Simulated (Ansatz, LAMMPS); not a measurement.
# Relaxing glassy Na2Si4O9 (90 atoms)

How does glassy Na2Si4O9 (90 atoms) relax, and what do bonds, charges and levels look like afterwards?

Program: Ansatz 0.2.0. Level of theory: Kohn-Sham DFT, PBE, PAW (set soft_2), plane waves. Results are calculated unless marked as measured.

**Experiments to compare with.** Na-O nearest neighbour distance in sodium silicate glasses from Zotov and Keppler (1998), who studied sodium tetrasilicate glass by neutron diffraction (as quoted in “Computer modeling of natural silicate melts: what can we learn from ab   initio simulations”, 2009, arxiv:0907.2530): nearest Na–O distance 2.425 Å. Si-Na distance estimated from earlier sodium K-edge XAFS experiments (refs. 26, 27), quoted for comparison with the simulated glass (as quoted in “Structural and electronic properties of the sodium tetrasilicate glass   Na2Si4O9 from classical and ab initio molecular-dynamics   simulations”, 2001, arxiv:cond-mat/0109263): nearest Si–Na distance 3.8 Å; nearest Na–Na distance 3.2 Å.

## Step 1: Starting point

The cell holds 90 atoms: 12 Na, 54 O and 24 Si. Its edges and angles: a = 10.817 Å, b = 10.817 Å, c = 10.817 Å, α = 90.0°, β = 90.0°, γ = 90.0°. 90 atoms (12 Na, 54 O, 24 Si) placed at random at 2.38 g/cm³, melted at 4500 K for 20 ps at fixed volume with the Morse and Coulomb pair potential with partial charges (Pedone, Malavasi, Menziani, Cormack and Segre, J. Phys. Chem. B 110, 11780 (2006)). Quenched from 4500 K to 300 K at 10 K/ps and fixed volume, held 5 ps.

Limits known from the start: The quench rate of 10 K/ps is orders of magnitude faster than experiment, which tends to freeze in extra defects. The network of bonds at the start is that of the classical potential that made the cell. Only the Γ point is sampled, in a cell whose shortest periodic width is 11 Å.

## Step 2: How the cell was made

A classical potential supplies the starting structure, since it reaches far longer times than DFT.

This step: classical MD, Morse and Coulomb pair potential with partial charges (Pedone, Malavasi, Menziani, Cormack and Segre, J. Phys. Chem. B 110, 11780 (2006)) (LAMMPS 22 Jul 2025 - Update 4).

in.lmp

```
# melt-quench of Na12O54Si24
units metal
atom_style charge
boundary p p p
region box block 0 10.8166 0 10.8166 0 10.8166
create_box 3 box
mass 1 22.9898   # Na
mass 2 15.9990   # O
mass 3 28.0850   # Si
create_atoms 1 random 12 508296 NULL overlap 1.5 maxtry 2000
create_atoms 2 random 54 508303 NULL overlap 1.5 maxtry 2000
create_atoms 3 random 24 508310 NULL overlap 1.5 maxtry 2000
pair_style hybrid/overlay pedone 5.5 coul/long 8.0
pair_coeff * * coul/long
pair_coeff 1 2 pedone 0.023363 1.763867 3.006315 5   # Na-O
pair_coeff 2 2 pedone 0.042395 1.379316 3.618701 22   # O-O
pair_coeff 2 3 pedone 0.340554 2.006700 2.100000 1   # Si-O
set type 1 charge 0.6
set type 2 charge -1.2
set type 3 charge 2.4
kspace_style pppm 1.0e-4
neigh_modify delay 0 every 1 check yes
thermo_style custom step time temp pe press density
thermo_modify norm yes
timestep 0.002
thermo 100
min_style cg
minimize 1e-4 1e-4 200 2000
reset_timestep 0
velocity all create 4500 508297 mom yes dist gaussian
fix lim all nve/limit 0.05
fix lan all langevin 4500 4500 0.2 508298 zero yes
thermo 500
run 1000 post no
# [... 7 lines left out ...]
fix md all nvt temp 4500 300 0.2
run 210000 post no
unfix md
thermo 1250
fix md all nvt temp 300 300 0.2
run 2500 post no
unfix md
write_dump all custom glass.dump id type xs ys zs modify sort id
```

Launch:

```sh
$ lmp -in in.lmp -log none -nocite
```

Numbers of over 12 decimals in the logs are rounded to 6 here.

The program printed:

```text
LAMMPS (22 Jul 2025 - Update 4)
Created orthogonal box = (0 0 0) to (10.8166 10.8166 10.8166)
Created 12 atoms
Created 54 atoms
Created 24 atoms
PPPM initialization ...
  G vector (1/distance) = 0.38313749
  grid = 12 12 12
  estimated relative force accuracy = 5.4277895e-05
   Step          Time           Temp          PotEng         Press         Density
         0   0              0             -2.5400396      516529.84      2.3800242
        85   0.17           0             -14.779031     -20132.35       2.3800242
Loop time of 0.0554275 s on 1 MPI rank(s) for 85 steps with 90 atoms
Minimization stats:
  Stopping criterion = energy tolerance
[... 17 lines left out ...]
[... 1 line left out ...]
Loop time of 4.40395 s on 1 MPI rank(s) for 10000 steps with 90 atoms
   Step          Time           Temp          PotEng         Press         Density
[... 12 lines left out ...]
Loop time of 88.7883 s on 1 MPI rank(s) for 210000 steps with 90 atoms
   Step          Time           Temp          PotEng         Press         Density
    221000   442            281.29073     -14.935632      2230.4697      2.3800242
    221250   442.5          323.63098     -14.928918      1412.0865      2.3800242
    222500   445            294.3321      -14.930831     -507.9272       2.3800242
    223500   447            306.1078      -14.93665      -5962.5614      2.3800242
Loop time of 0.973983 s on 1 MPI rank(s) for 2500 steps with 90 atoms
```

Wall time 95 s (1 thread of Arm Neoverse V1, shared host); peak memory 0.072 GiB.

## Step 3: Single point at the start

A single point comes first, to see the forces before anything moves.

input.yaml

```yaml
crystal:
  lattice:
    - [10.8166, 0.0, 0.0]
    - [0.0, 10.8166, 0.0]
    - [0.0, 0.0, 10.8166]
  atoms:
    - { symbol: Na, position: [0.71428, 0.9665, 0.51639] }
    - { symbol: Na, position: [0.96009, 0.74814, 0.85747] }
    - { symbol: Na, position: [0.54762, 0.9326, 0.03201] }
    - { symbol: Na, position: [0.40444, 0.25879, 0.90163] }
    - { symbol: Na, position: [0.40147, 0.1355, 0.30214] }
    - { symbol: Na, position: [0.30534, 0.81617, 0.24738] }
    - { symbol: Na, position: [0.91092, 0.97125, 0.7048] }
    - { symbol: Na, position: [0.51454, 0.89615, 0.28558] }
    - { symbol: Na, position: [0.07332, 0.16134, 0.44242] }
    - { symbol: Na, position: [0.68969, 0.99368, 0.81352] }
    - { symbol: Na, position: [0.91436, 0.31707, 0.09799] }
    - { symbol: Na, position: [0.1984, 0.71212, 0.70591] }
    - { symbol: O, position: [0.43772, 0.11444, 0.54001] }
    - { symbol: O, position: [0.91226, 0.35243, 0.46382] }
    - { symbol: O, position: [0.24444, 0.2368, 0.33484] }
    - { symbol: O, position: [0.72492, 0.11225, 0.66041] }
    - { symbol: O, position: [0.08466, 0.56867, 0.80173] }
    - { symbol: O, position: [0.55971, 0.68808, 0.71888] }
    - { symbol: O, position: [0.76253, 0.3802, 0.28053] }
    - { symbol: O, position: [0.69797, 0.28314, 0.50093] }
    - { symbol: O, position: [0.52537, 0.28268, 0.1157] }
    - { symbol: O, position: [0.1143, 0.12576, 0.76161] }
    - { symbol: O, position: [0.09926, 0.87572, 0.79852] }
    - { symbol: O, position: [0.03889, 0.87255, 0.31486] }
    - { symbol: O, position: [0.58371, 0.12966, 0.93906] }
    - { symbol: O, position: [0.7169, 0.54686, 0.84427] }
    - { symbol: O, position: [0.30332, 0.54607, 0.41413] }
    - { symbol: O, position: [0.67266, 0.60849, 0.17813] }
    - { symbol: O, position: [0.53135, 0.26508, 0.69314] }
    - { symbol: O, position: [0.51193, 0.60305, 0.49576] }
    - { symbol: O, position: [0.76011, 0.79155, 0.81057] }
    - { symbol: O, position: [0.27896, 0.26892, 0.66855] }
    - { symbol: O, position: [0.72894, 0.14481, 0.12759] }
    - { symbol: O, position: [0.28572, 0.96953, 0.6664] }
    - { symbol: O, position: [0.86581, 0.55232, 0.59395] }
    - { symbol: O, position: [0.46724, 0.73541, 0.17274] }
    - { symbol: O, position: [0.32353, 0.95048, 0.41053] }
    - { symbol: O, position: [0.75452, 0.33611, 0.74073] }
    - { symbol: O, position: [0.11792, 0.61684, 0.27582] }
    - { symbol: O, position: [0.59921, 0.72052, 0.96377] }
    - { symbol: O, position: [0.06522, 0.33658, 0.20692] }
    - { symbol: O, position: [0.05079, 0.96755, 0.53473] }
    - { symbol: O, position: [0.38274, 0.02366, 0.13432] }
    - { symbol: O, position: [0.47096, 0.85236, 0.55617] }
    - { symbol: O, position: [0.25527, 0.01333, 0.9126] }
    - { symbol: O, position: [0.48881, 0.52222, 0.06891] }
    - { symbol: O, position: [0.43675, 0.36858, 0.50708] }
    - { symbol: O, position: [0.16283, 0.74312, 0.48069] }
    - { symbol: O, position: [0.71692, 0.34155, 0.98134] }
    - { symbol: O, position: [0.9013, 0.55047, 0.1833] }
    - { symbol: O, position: [0.91876, 0.43447, 0.90046] }
    - { symbol: O, position: [0.00909, 0.74895, 0.11363] }
    - { symbol: O, position: [0.79697, 0.60924, 0.3819] }
    - { symbol: O, position: [0.20834, 0.17411, 0.09455] }
    - { symbol: O, position: [0.70484, 0.96019, 0.29254] }
    - { symbol: O, position: [0.3067, 0.37861, 0.15258] }
    - { symbol: O, position: [0.48985, 0.45198, 0.29376] }
    - { symbol: O, position: [0.84239, 0.1584, 0.33911] }
    - { symbol: O, position: [0.15397, 0.93419, 0.11762] }
    - { symbol: O, position: [0.14074, 0.34385, 0.86623] }
    - { symbol: O, position: [0.03975, 0.34313, 0.65378] }
    - { symbol: O, position: [0.07935, 0.52061, 0.49733] }
    - { symbol: O, position: [0.09051, 0.52599, 0.03824] }
    - { symbol: O, position: [0.91493, 0.98952, 0.15571] }
    - { symbol: O, position: [0.69683, 0.74415, 0.55317] }
    - { symbol: O, position: [0.92716, 0.77269, 0.50361] }
    - { symbol: Si, position: [0.25503, 0.02946, 0.06349] }
    - { symbol: Si, position: [0.03313, 0.597, 0.15153] }
    - { symbol: Si, position: [0.55284, 0.72313, 0.57849] }
    - { symbol: Si, position: [0.19629, 0.28465, 0.19377] }
    - { symbol: Si, position: [0.05682, 0.85157, 0.4579] }
    - { symbol: Si, position: [0.17081, 0.60554, 0.41713] }
    - { symbol: Si, position: [0.07286, 0.47481, 0.90389] }
    - { symbol: Si, position: [0.77914, 0.538, 0.25649] }
    - { symbol: Si, position: [0.18123, 0.99096, 0.78203] }
    - { symbol: Si, position: [0.67947, 0.25112, 0.64852] }
    - { symbol: Si, position: [0.7792, 0.41532, 0.86901] }
    - { symbol: Si, position: [0.43791, 0.49216, 0.42722] }
    - { symbol: Si, position: [0.56034, 0.65934, 0.09834] }
    - { symbol: Si, position: [0.44887, 0.41058, 0.15435] }
    - { symbol: Si, position: [0.97674, 0.4419, 0.56375] }
    - { symbol: Si, position: [0.79932, 0.05722, 0.22808] }
    - { symbol: Si, position: [0.82026, 0.67849, 0.51611] }
    - { symbol: Si, position: [0.02655, 0.88601, 0.16771] }
    - { symbol: Si, position: [0.13785, 0.27129, 0.73184] }
    - { symbol: Si, position: [0.41346, 0.24984, 0.59536] }
    - { symbol: Si, position: [0.37431, 0.96781, 0.53912] }
    - { symbol: Si, position: [0.63958, 0.22328, 0.04227] }
    - { symbol: Si, position: [0.79658, 0.28791, 0.39307] }
    - { symbol: Si, position: [0.66398, 0.68957, 0.83065] }
kpoints:
  mp_grid: { grid: [1, 1, 1] }
hamiltonian:
  xc: pbe
scf:
  occupations: { method: fixed }
output:
  forces: true
  stress: true
  populations: true
  dos:
    method: { smearing: { sigma: 0.08 } }
    de: 0.1
    projected: { site_lists: { Na: [Na], O: [O], Si: [Si] } }
  eigenvalues: true
```

Launch:

```sh
$ ansatz run input.yaml --threads 4 --pin off --max-ram 8192MiB --backend cpu --events-out ev --progress --plain --runs-dir out
```

The program printed:

```text
Engine: ansatz 0.2.0, aarch64-unknown-linux-gnu
Pseudopotentials: kind: paw
Pseudopotential: Na, paw, valence charge 9, recommended cutoff 420 eV (normal), Na.paw.azcp
Pseudopotential: O, paw, valence charge 6, recommended cutoff 420 eV (normal), O.paw.azcp
Pseudopotential: Si, paw, valence charge 4, recommended cutoff 420 eV (normal), Si.paw.azcp
[... 5 lines on functional and potentials left out ...]
Crystal: 90 atoms, lattice volume = 1265.530 Å³
Basis set: ecut = 420 eV, 24837 PW (Γ), exchange–correlation on 150×150×150 points (8 copies of the dense FFT grid, shifted against one another)
Bands: 354, of which v1, the nominal top of the filled ones, is band 264 counted from 1 (263 counted from 0)
Symmetry: 1 space group operations
Space group: P1 (ITA 1), of the structure as read, at distance tolerance 1.1e-4 Å
k-points: 1
[... 7 lines on functional and potentials left out ...]
Initial density: superposition of atomic densities (neutral atoms: chi_scale 0, normalization atom), corrected by the library's trained network
Initial wavefunctions: pseudopotential atomic-orbital guess
Functional: x = pbe(κ = 0.804, μ = 0.219515), c = pbe(β = 0.066725)
SCF iter   1: F=—  HF=-63824.555041 eV  |F-HF|=—  |Δ(HF+E_count)|=         —  Δρ=3.08e-3  dr2=2.42e-1  ethr=1.77e-3  ⟨swp⟩=4.0  Hψ=1358  notcnv=0  defer=87
preconditioner: auto → Resta (q_TF=auto, 2.358 Å⁻¹)  ε∞=2.7  [insulator: Δε(μ)=2.425 eV  Ē_g=17.906 eV  n_scr=256 (ndim 8)  ℏωp=23.4 eV  f_vac=0.193  ε∞_Penn≈2.7]
SCF iter   2: F=—  HF=-63824.495999 eV  |F-HF|=—  |Δ(HF+E_count)|=   5.90e-2  Δρ=1.76e-3  dr2=5.45e-2  ethr=4.59e-5  ⟨swp⟩=2.0  Hψ=574  notcnv=0  defer=88
SCF iter   3: F=—  HF=-63824.485615 eV  |F-HF|=—  |Δ(HF+E_count)|=   1.04e-2  Δρ=6.89e-4  dr2=1.75e-2  ethr=1.03e-5  ⟨swp⟩=2.0  Hψ=437  notcnv=0  defer=88
SCF iter   4: F=—  HF=-63824.481383 eV  |F-HF|=—  |Δ(HF+E_count)|=   4.23e-3  Δρ=3.43e-4  dr2=1.55e-3  ethr=3.31e-6  ⟨swp⟩=2.0  Hψ=496  notcnv=0  defer=88
SCF iter   5: F=—  HF=-63824.481377 eV  |F-HF|=—  |Δ(HF+E_count)|=   6.46e-6  Δρ=1.92e-4  dr2=4.07e-4  ethr=2.94e-7  ⟨swp⟩=2.0  Hψ=590  notcnv=0  defer=88
SCF iter   6: F=—  HF=-63824.481380 eV  |F-HF|=—  |Δ(HF+E_count)|=   3.78e-6  Δρ=4.60e-5  dr2=2.25e-5  ethr=7.70e-8  ⟨swp⟩=2.0  Hψ=451  notcnv=0  defer=84
SCF iter   7: F=—  HF=-63824.479081 eV  |F-HF|=—  |Δ(HF+E_count)|=   2.30e-3  Δρ=2.41e-5  dr2=6.17e-6  ethr=4.27e-9  ⟨swp⟩=2.0  Hψ=533  notcnv=0  defer=83
SCF iter   8: F=—  HF=-63824.479083 eV  |F-HF|=—  |Δ(HF+E_count)|=   2.00e-6  Δρ=6.29e-6  dr2=4.90e-7  ethr=1.17e-9  ⟨swp⟩=2.0  Hψ=451  notcnv=0  defer=83
SCF iter   9: F=-63824.479083 eV  HF=-63824.479083 eV  |F-HF|=1.81e-8  |Δ(HF+E_count)|=   3.93e-7  Δρ=2.78e-6  dr2=9.53e-8  ethr=1.89e-11  ⟨swp⟩=18.0  Hψ=2123  notcnv=0
SCF 1 converged in 9 iterations: F = -63824.479083 eV  dr2 = 9.53e-8
  greatest PAW one-centre occupation: 0.999 electrons in one spin orbital (limit 2), on the Na atom at site 4 (counted from 0), in its partial waves of l = 0
SCF converged after 9 iterations
Free energy (F): -63824.479083 eV
Harris-Foulkes:  -63824.479083 eV  (|F-HF|=1.81e-8)
Internal energy: -63824.479083 eV  (E = F + TS)
E sigma→0 (E₀):  -63824.479083 eV
Fermi energy:    4.774927 eV
--- Per-component energies (eV) ---
  E_band       = -4404.926405
  E_kinetic    = 12194.530061
  E_local      = -45888.644121  (includes V_loc(G=0)·N_el)
  E_nonlocal   = 4563.435383
  E_hartree    = 17068.697240
  E_xc         = -5832.518128
  E_vxc        = -6881.767097  (∫ρ·V_xc dr)
  E_paw        = -24057.171734  (= ΣΔE_a)
  E_vpaw       = -2530.008819  (= ΣTr[D̂ρ^β])
  E_aug_tail   = 0.138106  (compensation charges beyond the density's cutoff)
  E_ewald      = -21872.945891
  E_smearing   = -0.000000  (= −TS)
  E_closure    = 0.000000  (closes the sum)
  Σ components = -63824.479083   (vs F -63824.479083, Δ=0.00e0)
--- Forces (eV/Å), atoms counted from 1 ---
  atom   1  Na    -0.00594353     0.24035559    -0.82211906
  atom   2  Na     0.05572671    -0.72241297     0.31250771
  atom   3  Na    -0.48835421     0.34972149     0.03980277
  atom   4  Na    -0.02891374    -0.38662101    -0.00816145
  atom   5  Na     0.26349893    -0.12904190     0.18441670
  atom   6  Na    -1.00138369     0.15269730    -0.00192138
  atom   7  Na     0.79440704     0.17214352    -0.47707306
  atom   8  Na     0.24491859     0.21779974     0.37090793
  atom   9  Na     0.38155048     0.07233523    -0.51815883
  atom  10  Na    -0.69688473     0.32216542     0.50892426
  atom  11  Na    -0.58862110    -0.15126828    -0.19231054
  atom  12  Na    -0.15983754     0.02637736     0.07284018
  atom  13  O     -0.13827375    -1.61608018    -0.55089778
  atom  14  O      0.75969189    -0.64541820    -0.17173247
[...]
atom  89  Si     1.26541609     1.89543553     0.40627291
  atom  90  Si    -0.71601620    -2.66601372     0.52988028
  max |Σ_I F_I| component: 7.59e-5 eV/Å
--- Stress (GPa, compression-positive) ---
        7.047057       1.906388       0.564402
        1.906386       1.843329      -0.995011
        0.564398      -0.995008       5.817195
  P = ⅓ Tr σ = 4.9025 GPa (49.025 kbar)
--- Band table (eV) ---
  k-point 0: bands = ["-47.7958", "-47.5296", "-47.4203", "-47.2822", [... 338 levels ...], "13.1187", "13.1931", "13.2251", "13.3355", "13.3562", "13.4198", "13.4504", "13.4922", "13.5824", "13.5892", "13.6366", "13.6962"]
--- Löwdin populations: 90 sites ---
  site symbol       q [e]
     0     Na      8.1918
     1     Na      8.1949
     2     Na      8.1883
[...]
89     Si      2.2827
  spilling = 0.010914 (of n_electrons = 528.000000)
```

Wall time 18 s (4 threads of Arm Neoverse V1, shared host); peak memory 1.5 GiB; 69 s of CPU time.

The column dr2 measures how far the density is from self-consistency, as an energy; F and HF (Harris–Foulkes) agree once it is small.

Read from the output:

- free energy: -63824.4791 eV
- free energy per atom: -709.1609 eV/atom
- SCF cycles: 9
- pressure: 4.903 GPa
- r.m.s. force component: 1.286 eV/Å
- longest force: 5.556 eV/Å
- Fermi energy: 4.775 eV
- gap (highest filled to lowest empty level): 1.75 eV
- spilling of the projection: 0.01091

The r.m.s. force component of 1.3 eV/Å and the pressure of 4.9 GPa set the starting point.

Length of the force by element:

```tsv
element	coordination	atoms	mean length of the force (eV/Å)	spread	least	most
Na	all	12	0.651	0.252	0.178	1.01
O	all	54	1.76	0.876	0.346	4.22
Si	all	24	2.91	1.07	1.22	5.56
```

(Continued in part 2 of 3.)

[Logs are printed without paths, hosts, clocks, repeated set-up lines and the standing remarks that a program may print on its own settings, such as how far it seeks lower states.]

[Hosts, paths, dates, database ids (printed as entryN), source tags and the programs' standing remarks are cut or masked in the printed files.]
